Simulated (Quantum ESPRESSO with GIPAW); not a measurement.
# Octahedral tilting in KMgF3 seen by 25Mg

Starting from the cubic perovskite, neighbouring octahedra are turned by θ about [001] in opposite senses, in all three directions (tilt system a⁰a⁰c⁻). The cell and the cations are held, so the in-plane bonds lengthen as 1/cos θ. GIPAW with PBEsol and plane-wave PAW files from pslibrary 1.0.0 recipes (Mg spnl, K spn, F n), cutoffs 65 and 390 Ry, a 5×5×5 mesh in every shielding run (Quantum ESPRESSO with GIPAW, a patched development version), without spin-orbit coupling. The atoms are held where the series puts them. The cells were built for this series from an entry of the Crystallography Open Database, taken as a prototype, and need not be stable phases.

One member of the series, KMgF3 (I4/mcm) at 6 °, as used in the shielding run:

```xyz
10
Lattice="0.0000 3.9900 3.9900 3.9900 0.0000 3.9900 3.9900 3.9900 0.0000" Properties=species:S:1:pos:R:3 pbc="T T T"
Mg    0.0000    0.0000    0.0000
Mg    3.9900    3.9900    3.9900
K     1.9950    1.9950    1.9950
K     5.9850    5.9850    5.9850
F     1.9950    4.1997    3.9900
F     3.7803    1.9950    3.9900
F     3.9900    3.9900    1.9950
F     5.9850    3.7803    3.9900
F     4.1997    5.9850    3.9900
F     3.9900    3.9900    5.9850
```

```csv
angle θ (°),θ² (deg²),mean bond at Mg (Å),σ_iso of Mg (ppm)
0,0.00,1.9950,556.70
1.5,2.25,1.9955,556.78
3,9.00,1.9968,556.99
4.5,20.25,1.9991,557.36
6,36.00,2.0023,557.87
7.5,56.25,2.0065,558.53
9,81.00,2.0116,559.32
10.5,110.25,2.0177,?
12,144.00,2.0247,561.31
```

**Task.** Fit σ_iso of Mg against x, the square of the angle in deg²; judge whether a straight line is enough, and predict the withheld row (x = 110.25 deg²).

1. The 8 known rows give Σx = 348.75, Σy = 4464.86, Σx² = 32253.1875 and Σxy = 195186.3975.

2. Slope b = (nΣxy − ΣxΣy)/(nΣx² − (Σx)²) = 0.032048 and intercept a = (Σy − bΣx)/n = 556.710 ppm.

3. Residuals y − a − bx, in the order of the table: -0.01, -0.00, -0.01, +0.00, +0.01, +0.02, +0.01, -0.02 ppm; r.m.s. 0.011 ppm, R² = 1.000. They reach two units of the last digit at most, so the line is enough for these tables.

4. At x = 110.25 deg², inside the fitted range, the line gives 560.24 ppm.

5. The run gives 560.26 ppm. The line misses by -0.02 ppm; that is within twice the r.m.s. of the fit.

On the line the σ_iso of Mg rises by 0.32 ppm for 10 deg² of θ². Turning by −θ gives the same structure shifted by one cell, so a mean over an element is even in θ: hence the fit against θ². The macroscopic shape term is left out. It is common to all sites of a cell; for a sphere, judged roughly from the xx and yy parts of the valence susceptibility, it lies between 9.3 and 9.4 ppm in these runs.

[Logs are printed without paths, hosts, clocks, repeated set-up lines and the standing remarks that a program may print on its own settings, such as how far it seeks lower states.]

[Hosts, paths, dates, database ids (printed as entryN), source tags and the programs' standing remarks are cut or masked in the printed files.]
